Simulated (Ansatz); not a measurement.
# Is SnMoPt in the AlB2 type a stable metal?, part 3 of 3

The plan: relax SnMoPt in the AlB2 type, check its phonons, and, if the lattice is stable, compute its Eliashberg function and ρ(T).

Ansatz 0.2.0; DFT PBEsol, scalar-relativistic, plane waves, PAW; PAW set soft_1.

So far, highest frequency, solved or plainly interpolated (cm⁻¹): step 5 (phonons by linear response: q 2×2×2, k 4×4×6) 219. Also lowest on path (cm⁻¹): step 5 -67.9. The relaxed cell has a = 4.515, c = 2.890 Å (conventional setting).

The structure was built from a prototype and need not be the compound's stable phase.

### 6. Phonons: q 3×3×2, k 6×6×8

An imaginary mode on so few k-points may come from the sampling, so the phonons are repeated with another q and k mesh.

Input file input.yaml:

```yaml
crystal:
  lattice:
    - [4.5153980866, 0.0, 0.0]
    - [-2.2576990433, 3.9104494512, 0.0]
    - [0.0, 0.0, 2.8903834709]
  atoms:
    - { symbol: Mo, position: [0.0, 0.0, 0.0] }
    - { symbol: Sn, position: [0.3333333333, 0.6666666667, 0.5] }
    - { symbol: Pt, position: [0.6666666667, 0.3333333333, 0.5] }
kpoints:
  mp_grid: { grid: [6, 6, 8] }
hamiltonian:
  xc: pbesol
  pseudopotentials: { kind: paw, azcp: { folder: soft_1 }, xc_functional: pbe }
scf:
  occupations: { method: methfessel_paxton, width: 0.2 }
output:
  eigenvalues: true
phonons:
  method: dfpt
  qmesh: [3, 3, 2]
  temperatures: { t_max: 1000, t_step: 50 }
  qpath:
    path:
      - [[0.0, 0.0, 0.0], [0.5, 0.0, 0.0], [0.33333333, 0.33333333, 0.0], [0.0, 0.0, 0.0], [0.0, 0.0, 0.5], [0.5, 0.0, 0.5], [0.33333333, 0.33333333, 0.5], [0.0, 0.0, 0.5]]
      - [[0.5, 0.0, 0.5], [0.5, 0.0, 0.0]]
      - [[0.33333333, 0.33333333, 0.5], [0.33333333, 0.33333333, 0.0]]
    npoints: 10
```

Launch:

```sh
$ ansatz run input.yaml --threads 4 --pin off --max-ram 12288MiB --backend cpu --events-out ev --progress --plain --runs-dir out
```

Numbers of over 12 decimals in the logs are rounded to 6 here.

The program printed:

```text
[...]
Crystal: 3 atoms, lattice volume = 51.036 Å³
Basis set: ecut = 420 eV, 987 PW (Γ), exchange–correlation on 64×64×40 points (8 copies of the dense FFT grid, shifted against one another)
Bands: 28, of which v1, the nominal top of the filled ones, is band 23 counted from 1 (22 counted from 0)
Symmetry: 12 space group operations
k-points: 35 of 288 (time reversal used)
[...]
SCF iter   1: F=—  HF=-23234.500085 eV  |F-HF|=—  |Δ(HF+E_count)|=         —  Δρ=1.13e-1  dr2=9.34e0  ethr=3.10e-3  ⟨swp⟩=5.2  Hψ=3770  notcnv=0
[...]
SCF iter  11: F=-23232.442877 eV  HF=-23232.442877 eV  |F-HF|=0.00e0  |Δ(HF+E_count)|=  7.28e-12  S|Δr|=    0.00e0  Δρ=4.48e-8  dr2=1.08e-12  ethr=1.00e-12  ⟨swp⟩=5.9  Hψ=4069  notcnv=0
the search or the solves at the SCF's close seem to have found levels that the self-consistency loop had missed (the run counts 1). By its estimate they hold under 1e-12 electrons; where the run keeps them, the occupations were computed again with them
SCF 1 converged in 11 iterations: F = -23232.442877 eV  dr2 = 1.08e-12
[...]
SCF iter   7: F=-23232.442877 eV  HF=-23232.442877 eV  |F-HF|=7.28e-12  |Δ(HF+E_count)|=  7.28e-12  S|Δr|=    0.00e0  Δρ=4.23e-8  dr2=1.11e-12  ethr=1.00e-12  ⟨swp⟩=1.0  Hψ=2100  notcnv=0
SCF 2 converged in 7 iterations: F = -23232.442877 eV  dr2 = 1.11e-12
[...]
SCF converged after 11 iterations
[...]
Free energy (F): -23232.442877 eV
[...]
Internal energy: -23232.428062 eV  (E = F + TS)
E sigma→0 (E₀):  -23232.439174 eV
Entropy (-TS):   -0.014816 eV (-4.939 meV/atom)
Fermi energy:    19.627436 eV
[...]
--- Band table (eV; the first three rows and the last of 35) ---
  k-point 0: bands = [... 19 lower, 17.0255, 17.1190, 17.1190, 20.3811, 20.7359, 20.7359, 23.5350, 23.5350, ... 1 higher]
  k-point 1: bands = [... 19 lower, 17.2682, 17.7370, 17.7370, 20.3015, 20.3015, 20.5032, 24.0702, 24.2770, ... 1 higher]
  k-point 2: bands = [... 19 lower, 18.3670, 18.3670, 18.4170, 19.7781, 19.7781, 20.8671, 21.7774, 24.3475, ... 1 higher]
  k-point 34: bands = [... 19 lower, 16.6926, 18.1671, 18.1721, 19.1750, 21.0089, 21.1035, 21.4873, 21.5527, ... 1 higher]
[...]
ASR residual: 5.376e-5 → 0.000e0 eV/Å²; symmetrization residual: 2.260e-5 eV/Å²
  ASR residual per site (eV/Å²): 5.38e-5 4.90e-5 3.54e-5
  Γ frequencies (cm⁻¹): 0.00 0.00 0.00 41.40 118.39 128.57 128.57 214.42 214.42
--- Phonons (arbitrary-q DFPT): 6 irreducible q on the 3×3×2 mesh ---
[...]
interpolated dispersion: 93 rows × 9 modes
[...]
```

The job ended after 1.9 min (4 threads of Arm Neoverse V2, shared host; peak memory 0.74 GiB; 7.2 min of CPU time).

Numbers from this step:

```yaml
share_of_imaginary_modes_in_the_plain_interpolation_between_solved_wavevectors: 0.0058
highest_frequency_solved_or_plainly_interpolated: 220.3 cm⁻¹
```

Solved on the 3×3×2 mesh alone; all other wavevectors are interpolated. The phonon branches at the labelled points (cm⁻¹):

| point | branch 1 | branch 2 | branch 3 | branch 4 | branch 5 | branch 6 | branch 7 | branch 8 | branch 9 |
| --- | --- | --- | --- | --- | --- | --- | --- | --- | --- |
| Γ | 0 | 0 | 0 | 41 | 118 | 129 | 129 | 214 | 214 |
| halfway | 28 | 34 | 50 | 84 | 112 | 113 | 117 | 204 | 218 |
| M | 30 | 43 | 64 | 77 | 96 | 101 | 133 | 197 | 220 |
| halfway | 1 | 39 | 61 | 78 | 95 | 98 | 138 | 198 | 220 |
| K | -34 | 50 | 56 | 70 | 88 | 102 | 143 | 199 | 219 |
| halfway | 22 | 40 | 48 | 94 | 104 | 110 | 121 | 202 | 218 |
| Γ | 0 | 0 | 0 | 41 | 118 | 129 | 129 | 214 | 214 |
| halfway | 50 | 50 | 57 | 103 | 127 | 127 | 148 | 207 | 207 |
| A | 74 | 74 | 76 | 110 | 124 | 124 | 194 | 199 | 199 |
| halfway | 45 | 62 | 79 | 121 | 129 | 150 | 194 | 195 | 204 |
| L | 42 | 49 | 80 | 116 | 126 | 157 | 189 | 199 | 207 |
| halfway | 39 | 62 | 75 | 115 | 129 | 152 | 181 | 196 | 211 |
| H | 36 | 71 | 74 | 112 | 136 | 142 | 174 | 194 | 213 |
| halfway | 42 | 60 | 79 | 121 | 130 | 151 | 191 | 194 | 206 |
| A | 74 | 74 | 76 | 110 | 124 | 124 | 194 | 199 | 199 |
| jump to L | 42 | 49 | 80 | 116 | 126 | 157 | 189 | 199 | 207 |
| halfway | 43 | 58 | 78 | 103 | 111 | 129 | 159 | 195 | 214 |
| M | 30 | 43 | 64 | 77 | 96 | 101 | 133 | 197 | 220 |
| jump to H | 36 | 71 | 74 | 112 | 136 | 142 | 174 | 194 | 213 |
| halfway | 18 | 60 | 81 | 105 | 108 | 125 | 156 | 190 | 216 |
| K | -34 | 50 | 56 | 70 | 88 | 102 | 143 | 199 | 219 |

The phonon branches as a text plot (rows in cm⁻¹):

```
    215 |*******************            *****      **************
    204 | ***    ** ***     ************     ******
    194 |    ****  *            **************************   ****
    183 |                      *       **  **     **      ***
    173 |                     *          **         *    * *
    162 |                    *        *                     *
    152 |                           ** **  ****  *** *       *
    141 |       ****              **     **         * ** *    ***
    130 |*   ***    *  ********  ********* ******       * ***
    120 |****        *******   **********  ***********      **
    109 |   *        **      *****       **     * *****  **** **
     99 |    *********      *                        ****    *  *
     88 |   *    ** *                                 *      ****
     78 |  * ****  *  *    *   ********** *******************  **
     67 |     ** **       *  *** ***    ****  ***       *****  *
     56 | * **  *****        *    * *  *    **    *****      ****
     46 |***  *  ********* **      *****    ***  ********
     35 |  ******    **   **            ****            ****
     25 |***         ******                                 *
     14 |**            ***
      4 |*      *       *
     -7 |           *                                        *
    -18 |                                                     *
    -28 |        ***                                           **
         Γ    M   K      Γ       A    L   H     A|L     M|H     K
```

Lowest modes at the softest wavevector of the mesh. Modes at q = (-0.333, -0.333, 0.000), with each element's share of the kinetic energy (negative means imaginary):

| mode | frequency (cm⁻¹) | Mo % | Sn % | Pt % |
| --- | --- | --- | --- | --- |
| 1 | -33.5 | 0 | 31 | 69 |
| 2 | 50.3 | 0 | 100 | 0 |
| 3 | 55.6 | 0 | 0 | 100 |
| 4 | 70.4 | 78 | 22 | 0 |
| 5 | 88.3 | 100 | 0 | 0 |
| 6 | 102.2 | 41 | 0 | 59 |

Displacements in mode 1 (-33.5 cm⁻¹), the largest set to 1, in the home cell (x, y, z of the real part, then of the imaginary part):
```
Mo1  0.00  0.00  0.00  0.00  0.00  0.00
Sn2 -0.05 -0.87  0.00  0.87 -0.05  0.00
Pt3  0.83  0.55  0.00  0.55 -0.83  0.00
```

Displacements in mode 6 (102.2 cm⁻¹), the largest set to 1, in the home cell (x, y, z of the real part, then of the imaginary part):
```
Mo1  0.50 -0.87  0.00 -0.87 -0.50  0.00
Sn2  0.00  0.00  0.00  0.00  0.00  0.00
Pt3 -0.42  0.73  0.00 -0.73 -0.42  0.00
```

The modes has structure finer than the step of the table below, so its rows give means over 10 cm⁻¹, whole bins alone (the curve runs from -43.5 to 237 cm⁻¹). Peaks (cm⁻¹: height): Mo 55.3: 0.0190, 125.8: 0.0687, 196.3: 0.0110; Pt 55.3: 0.0508, 76.4: 0.0602, 115.2: 0.0262, 214.0: 0.0211; Sn 42.9: 0.0166, 118.7: 0.0134, 196.3: 0.0693, 215.7: 0.0472.

Phonopy on the run's constants, 15x15x19 mesh, Gaussian sigma 2.0 cm⁻¹. Modes against wavenumber; means over each step; values in 1/cm⁻¹/cell:

| wavenumber (cm⁻¹) | Mo | Pt | Sn |
| --- | --- | --- | --- |
| -30 | 3.5e-6 | 8.9e-4 | 4.0e-4 |
| -20 | 2.0e-5 | 0.00158 | 7.1e-4 |
| -10 | 1.4e-5 | 8.7e-4 | 3.9e-4 |
| 0 | 3.8e-5 | 5.1e-4 | 2.4e-4 |
| 10 | 2.4e-4 | 0.00169 | 8.1e-4 |
| 20 | 9.6e-4 | 0.00589 | 0.00288 |
| 30 | 0.00235 | 0.0128 | 0.00658 |
| 40 | 0.00826 | 0.0301 | 0.0145 |
| 50 | 0.0129 | 0.0365 | 0.0128 |
| 60 | 0.0122 | 0.0335 | 0.0127 |
| 70 | 0.00703 | 0.0256 | 0.0103 |
| 80 | 0.0155 | 0.0357 | 0.00646 |
| 90 | 0.0120 | 0.00928 | 0.00735 |
| 100 | 0.0230 | 0.00935 | 0.00591 |
| 110 | 0.0348 | 0.0184 | 0.00916 |
| 120 | 0.0533 | 0.0180 | 0.0109 |
| 130 | 0.0465 | 0.00578 | 0.00649 |
| 140 | 0.0241 | 0.00487 | 0.00608 |
| 150 | 0.0200 | 0.00206 | 0.00722 |
| 160 | 0.00540 | 4.0e-4 | 0.00435 |
| 170 | 0.00245 | 2.3e-4 | 0.00727 |
| 180 | 0.00210 | 8.4e-4 | 0.0145 |
| 190 | 0.00609 | 0.00455 | 0.0387 |
| 200 | 0.00598 | 0.0112 | 0.0481 |
| 210 | 0.00276 | 0.0183 | 0.0402 |
| 220 | 0.00210 | 0.0111 | 0.0250 |
| 230 | 3.3e-6 | 2.1e-5 | 4.6e-5 |

No LO-TO term; unit eigenvectors of the mass-weighted matrix. The modes at Γ (shares of kinetic energy by element, %):

| mode | frequency (cm⁻¹) | symmetry | Mo % | Sn % | Pt % |
| --- | --- | --- | --- | --- | --- |
| 1 | 0.0 | unnamed | 23 | 29 | 48 |
| 2 | 0.0 | unnamed | 23 | 29 | 48 |
| 3 | 0.0 | unnamed | 23 | 29 | 48 |
| 4 | 41.4 | A2'' | 0 | 58 | 41 |
| 5 | 118.4 | A2'' | 76 | 13 | 11 |
| 6 | 128.6 | E' | 72 | 1 | 27 |
| 7 | 128.6 | E' | 72 | 1 | 27 |
| 8 | 214.4 | E' | 4 | 70 | 26 |
| 9 | 214.4 | E' | 4 | 70 | 26 |

Displacements in mode 4 (41.4 cm⁻¹), the largest set to 1:
```
Mo1  0.00  0.00  0.10
Sn2  0.00  0.00  1.00
Pt3  0.00  0.00 -0.66
```

Displacements in mode 9 (214.4 cm⁻¹), the largest set to 1:
```
Mo1 -0.28  0.00  0.00
Sn2  1.00  0.00  0.00
Pt3 -0.47  0.00  0.00
```

Among the solved wavevectors the lowest mode, translations apart, is -33.5 cm⁻¹, imaginary.

### 7. What came out

```
phonon run of the rows without a label of their own : PBEsol, q 3×3×2, k 6×6×8
softest mode on the q mesh                          : -33.5 cm⁻¹ at q = (-0.333, -0.333, 0)
highest frequency, solved or plainly interpolated   : 220 cm⁻¹
```

**Reading.** The lattice is dynamically unstable at this level: a mode at q = (-0.333, -0.333, 0) is imaginary, 33.5i cm⁻¹, so no harmonic coupling constant or resistivity is defined for this structure. These meshes are coarse, and single modes of a metal can move by tens of cm⁻¹ with the k mesh. The coarser mesh found an imaginary mode at another wavevector, which this mesh lacks. Spin–orbit coupling, left out here, matters for Pt. The phonon runs are not spin-polarised. The PAW files were made for PBE; under other functionals the run regenerates their frozen core. The structure was built by hand as an ordered model, and its stability against other phases was not tested.

[Logs are printed without paths, hosts, clocks, repeated set-up lines and the standing remarks that a program may print on its own settings, such as how far it seeks lower states.]

[Hosts, paths, dates, database ids (printed as entryN), source tags and the programs' standing remarks are cut or masked in the printed files.]
